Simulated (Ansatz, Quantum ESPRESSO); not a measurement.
# 1T-SiSTe, 1 layer in an electric field, part 6 of 6

How does 1T-SiSTe, 1 layer respond to a gate-like field without added charge?

Quantum ESPRESSO 7.5; plane-wave DFT, RPBE, GBRV ultrasoft pseudopotentials made under PBE; geometry and cross-check by Ansatz 0.2.0 with PAW datasets.

So far. Step 14 (Valence density): The density integrates to 16.000 electrons, as the 16 of the input ask. Step 19 (Cross-check with Ansatz: field 0.1 V/Å): At 0.1 V/Å Ansatz's dipole is -0.0089 e Å against -0.0097 from pw.x, under another functional.

## Step 22: Self-consistent run, with smearing = gaussian and degauss = 0.002

A sensitivity test on the input.

Level of this step: plane-wave DFT, RPBE, GBRV ultrasoft pseudopotentials made under PBE (Quantum ESPRESSO 7.5). input_dft overrides the functional of the files.

The input, f1.w0.in:

```
&control
  prefix = 'f1.w0'
  outdir = './out'
  pseudo_dir = './pseudo'
  calculation = 'scf'
  tprnfor = .true.
  tefield = .true.
  dipfield = .true.
/
&system
  ibrav = 0
  nat = 3
  ntyp = 3
  ecutwfc = 40
  ecutrho = 200
  input_dft = 'rpbe'
  occupations = 'smearing'
  smearing = 'gaussian'
  degauss = 0.002
  edir = 3
  emaxpos = 0.97
  eopreg = 0.04
  eamp = 0.00194469
/
&electrons
  conv_thr = 1e-09
  mixing_beta = 0.4
  electron_maxstep = 120
  mixing_mode = 'plain'
/
ATOMIC_SPECIES
  Te  127.6000  te_pbe_v1.uspp.F.UPF
  Si  28.0850  si_pbe_v1.uspp.F.UPF
  S   32.0600  s_pbe_v1.4.uspp.F.UPF
CELL_PARAMETERS angstrom
  3.52576434363303 0.00000000000000 -0.00000000000000
  -1.76288217181651 3.05340148934357 -0.00000000000000
  -0.00000000000000 -0.00000000000000 19.30477884860000
ATOMIC_POSITIONS crystal
  Te  0.666666666667 0.333333333333 0.421772151699
  Si  -0.000000000000 -0.000000000000 0.513517052232
  S   0.333333333333 0.666666666667 0.578073406169
K_POINTS automatic
  12 12 1 0 0 0
```

Run with:

```bash
> OMP_NUM_THREADS=1 mpirun -n 4 pw.x -nk 4 -in f1.w0.in > f1.w0.out
```

Output:

```text
[banner, memory and clock lines left out]
Program PWSCF v.7.5 starts
[citation notice left out]

[...]
bravais-lattice index     =            0
     lattice parameter (alat)  =       6.6627  a.u.
     unit-cell volume          =    1402.4863 (a.u.)^3
     number of atoms/cell      =            3
     number of atomic types    =            3
     number of electrons       =        16.00
     number of Kohn-Sham states=           12
     kinetic-energy cutoff     =      40.0000  Ry
     charge density cutoff     =     200.0000  Ry
     scf convergence threshold =      1.0E-09
     mixing beta               =       0.4000
     number of iterations used =            8  plain     mixing
     Exchange-correlation= RPBE
                           (   1   4  44   4   0   0   0)

[...]
PseudoPot. # 1 for Te read from file:
     ./pseudo/te_pbe_v1.uspp.F.UPF
     Pseudo is Ultrasoft + core correction, Zval =  6.0
     Generated by new atomic code, or converted to UPF format
     Using radial grid of  891 points,  5 beta functions with:
                l(1) =   0
                l(2) =   0
                l(3) =   1
                l(4) =   1
                l(5) =   2
     Q(r) pseudized with  6 coefficients,  rinner =    1.800   1.800   1.800
                                                       1.800   1.800

     PseudoPot. # 2 for Si read from file:
     ./pseudo/si_pbe_v1.uspp.F.UPF
     Pseudo is Ultrasoft + core correction, Zval =  4.0
     Generated by new atomic code, or converted to UPF format
     Using radial grid of  899 points,  6 beta functions with:
                l(1) =   0
                l(2) =   0
                l(3) =   1
                l(4) =   1
                l(5) =   2
                l(6) =   2
     Q(r) pseudized with  8 coefficients,  rinner =    0.900   0.900   0.900
                                                       0.900   0.900

     PseudoPot. # 3 for S  read from file:
     ./pseudo/s_pbe_v1.4.uspp.F.UPF
     Pseudo is Ultrasoft + core correction, Zval =  6.0
     Generated by new atomic code, or converted to UPF format
     Using radial grid of  907 points,  6 beta functions with:
                l(1) =   0
                l(2) =   0
                l(3) =   1
                l(4) =   1
                l(5) =   2
                l(6) =   2
     Q(r) pseudized with  8 coefficients,  rinner =    1.300   1.300   1.300
                                                       1.300   1.300

     atomic species   valence    mass     pseudopotential
     Te                6.00   127.60000     Te( 1.00)
     Si                4.00    28.08500     Si( 1.00)
     S                 6.00    32.06000     S ( 1.00)

     No symmetry found

[...]
number of k points=    74  Gaussian smearing, width (Ry)=  0.0020
[...]
Dense  grid:    66627 G-vectors     FFT dimensions: (  30,  30, 180)

     Smooth grid:    47985 G-vectors     FFT dimensions: (  27,  27, 150)

     Initial potential from superposition of free atoms

     starting charge      15.9991, renormalised to      16.0000

     negative rho (up, down):  3.510E-04 0.000E+00

     Adding external electric field

     Computed dipole along edir(3) :
        Dipole               -0.0003 Ry au,         -0.0007 Debye
        Dipole field         -0.0000 Ry au,

        E field amplitude [Ha a.u.]:  1.9447E-03
        Potential amp.        0.1364 Ry
        Total length         35.0215 bohr

     Starting wfcs are   12 randomized atomic wfcs

     per-process dynamical memory:    62.8 Mb

     Self-consistent Calculation

     iteration #  1     ecut=    40.00 Ry     beta= 0.40
     Davidson diagonalization with overlap
     ethr =  1.00E-02,  avg # of iterations =  3.3

     Threshold (ethr) on eigenvalues was too large:
     Diagonalizing with lowered threshold

     Davidson diagonalization with overlap
     ethr =  3.41E-04,  avg # of iterations =  4.4

     negative rho (up, down):  3.519E-04 0.000E+00

     Adding external electric field

     Computed dipole along edir(3) :
        Dipole               -0.2143 Ry au,         -0.5448 Debye
        Dipole field         -0.0019 Ry au,

        E field amplitude [Ha a.u.]:  1.9447E-03
        Potential amp.        0.2707 Ry
        Total length         35.0215 bohr

     total energy              =     -60.26960220 Ry
     estimated scf accuracy    <       0.05648061 Ry

     iteration #  2     ecut=    40.00 Ry     beta= 0.40
[...]
negative rho (up, down):  3.467E-04 0.000E+00

[...]
Dipole                0.0364 Ry au,          0.0926 Debye
[...]
E field amplitude [Ha a.u.]:  1.9447E-03
[...]
total energy              =     -60.25861851 Ry
     estimated scf accuracy    <       0.17406379 Ry

     iteration #  3     ecut=    40.00 Ry     beta= 0.40
[...]
negative rho (up, down):  3.524E-04 0.000E+00

[...]
Dipole               -0.0102 Ry au,         -0.0260 Debye
[...]
E field amplitude [Ha a.u.]:  1.9447E-03
[...]
total energy              =     -60.27898507 Ry
     estimated scf accuracy    <       0.01984221 Ry

     iteration #  4     ecut=    40.00 Ry     beta= 0.40
[...]
negative rho (up, down):  3.524E-04 0.000E+00

[...]
Dipole               -0.0283 Ry au,         -0.0719 Debye
[...]
E field amplitude [Ha a.u.]:  1.9447E-03
[...]
total energy              =     -60.28016163 Ry
     estimated scf accuracy    <       0.00126227 Ry

     iteration #  5     ecut=    40.00 Ry     beta= 0.40
[...]
negative rho (up, down):  3.542E-04 0.000E+00

[...]
Dipole               -0.0229 Ry au,         -0.0581 Debye
[...]
E field amplitude [Ha a.u.]:  1.9447E-03
[...]
total energy              =     -60.28037425 Ry
     estimated scf accuracy    <       0.00041615 Ry

     iteration #  6     ecut=    40.00 Ry     beta= 0.40
[...]
negative rho (up, down):  3.559E-04 0.000E+00

[...]
Dipole               -0.0186 Ry au,         -0.0473 Debye
[...]
E field amplitude [Ha a.u.]:  1.9447E-03
[...]
total energy              =     -60.28038086 Ry
     estimated scf accuracy    <       0.00011320 Ry

[...]
iteration #  9     ecut=    40.00 Ry     beta= 0.40
[...]
negative rho (up, down):  3.575E-04 0.000E+00

[...]
Dipole               -0.0196 Ry au,         -0.0499 Debye
[...]
E field amplitude [Ha a.u.]:  1.9447E-03
[...]
total energy              =     -60.28040422 Ry
     estimated scf accuracy    <       0.00000035 Ry

     iteration # 10     ecut=    40.00 Ry     beta= 0.40
[...]
negative rho (up, down):  3.576E-04 0.000E+00

[...]
Dipole               -0.0197 Ry au,         -0.0502 Debye
[...]
E field amplitude [Ha a.u.]:  1.9447E-03
[...]
total energy              =     -60.28040424 Ry
     estimated scf accuracy    <       0.00000004 Ry

     iteration # 11     ecut=    40.00 Ry     beta= 0.40
[...]
negative rho (up, down):  3.576E-04 0.000E+00

[...]
Dipole               -0.0197 Ry au,         -0.0502 Debye
[...]
E field amplitude [Ha a.u.]:  1.9447E-03
[...]
total energy              =     -60.28040425 Ry
     estimated scf accuracy    <          7.3E-09 Ry

     iteration # 12     ecut=    40.00 Ry     beta= 0.40
[...]
negative rho (up, down):  3.577E-04 0.000E+00

[...]
Dipole               -0.0198 Ry au,         -0.0502 Debye
[...]
E field amplitude [Ha a.u.]:  1.9447E-03
[...]
End of self-consistent calculation

          k = 0.0000 0.0000 0.0000 (  6037 PWs)   bands (ev):

   -16.0189 -13.6078  -7.5323  -3.3047  -3.2402  -3.2402  -0.2727  -0.2727
     0.1632   2.3318   2.6927   2.6928

          k = 0.0000 0.0962 0.0000 (  6027 PWs)   bands (ev):

   -15.9354 -13.5283  -7.4969  -3.8155  -3.3886  -3.2586  -1.0608  -0.3518
     0.6311   2.3462   2.6255   2.8255

[...]
the Fermi energy is    -0.7805 ev

!    total energy              =     -60.28040425 Ry
     estimated scf accuracy    <          1.7E-10 Ry
     smearing contrib. (-TS)   =      -0.00003622 Ry
     internal energy E=F+TS    =     -60.28036803 Ry

     The total energy is F=E-TS. E is the sum of the following terms:
     one-electron contribution =    -270.59231357 Ry
     hartree contribution      =     138.62667220 Ry
     xc contribution           =     -27.27647668 Ry
     ewald contribution        =      98.96166967 Ry
     electric field correction =       0.00008034 Ry

     convergence has been achieved in  12 iterations

     negative rho (up, down):  3.577E-04 0.000E+00

     Forces acting on atoms (cartesian axes, Ry/au):

     atom    1 type  1   force =    -0.00000004   -0.00000002   -0.00560416
     atom    2 type  2   force =     0.00000006    0.00000007    0.00317875
     atom    3 type  3   force =    -0.00000002   -0.00000006    0.00242541

     Total force =     0.006884     Total SCF correction =     0.000020

[...]
```

Run time: 31 s. Hardware: 4 MPI ranks of Arm Neoverse V2, shared host; peak memory 0.66 GiB.

Beside the run it was changed from:

```
                     quantity   this run  unchanged run  difference
dipole along the normal (e·Å)   -0.01045      -0.009743     -7.1e-4
             free energy (eV)  -820.1567      -820.1625      0.0059
                wall time (s)         31             30            
               SCF iterations         12              9
```

The free energy moves by +2 meV an atom.

This run starts from superposed atoms, the unchanged one from a saved density, so their iteration counts don't compare.

The free energy holds the smearing's entropy term, so it moves with degauss by construction.

The physical values in this table move by up to 7.3 %.

## Step 23: Worked from the printed numbers

α = Δp/E = (-0.00974 − (-0.04153)) e Å / 0.1 V/Å = 0.3179 e Å²/V; times e/(4πε₀) = 14.40 V Å this is 4.578 Å³. With A = 10.766 Å², 4πα/A = 5.344 Å.

## Step 24: Outcome

```
polarisability along the normal, a cell : 4.58 Å³
sheet polarisability 4πα/A              : 5.34 Å
dipole without a field                  : -0.0415 e·Å
gap along the path at 0 V/Å             : none, the bands overlap
gap along the path at 0.2 V/Å           : none, the bands overlap
gap along the path at -0.2 V/Å          : none, the bands overlap
```

**Reading.** The sheet answers a field with a polarisability of 4.58 Å³ a cell, or 4πα/A = 5.34 Å (RPBE, GBRV ultrasoft (made under PBE)). In pw.x the dipole follows the field linearly over the range tried. A perfect conductor 5.34 Å thick would screen alike; the outer atoms lie 3.02 Å apart. At 0.1 V/Å the sheet takes 0.534 eV off the potential drop. Quantum ESPRESSO and Ansatz give 4.578 and 4.594 Å³ for the polarisability (pw.x from 0 and 0.1 V/Å, Ansatz from ±0.1 V/Å, under PBE), which agree. The ions stay at their zero-field places, so this is the electrons' response alone. Without a field the sheet has no gap. Spin-orbit coupling is left out; depending on the atoms that carry the levels of interest, it can split and shift them by tens to hundreds of meV.

[Logs are printed without paths, hosts, clocks, repeated set-up lines and the standing remarks that a program may print on its own settings, such as how far it seeks lower states.]

[Hosts, paths, dates, database ids (printed as entryN), source tags and the programs' standing remarks are cut or masked in the printed files.]

[Maps of the electrostatic potential energy from Ansatz leave out the sawtooth potential of an applied field or a dipole correction, so their vacuum need not be flat; planar profiles and work functions include it.]
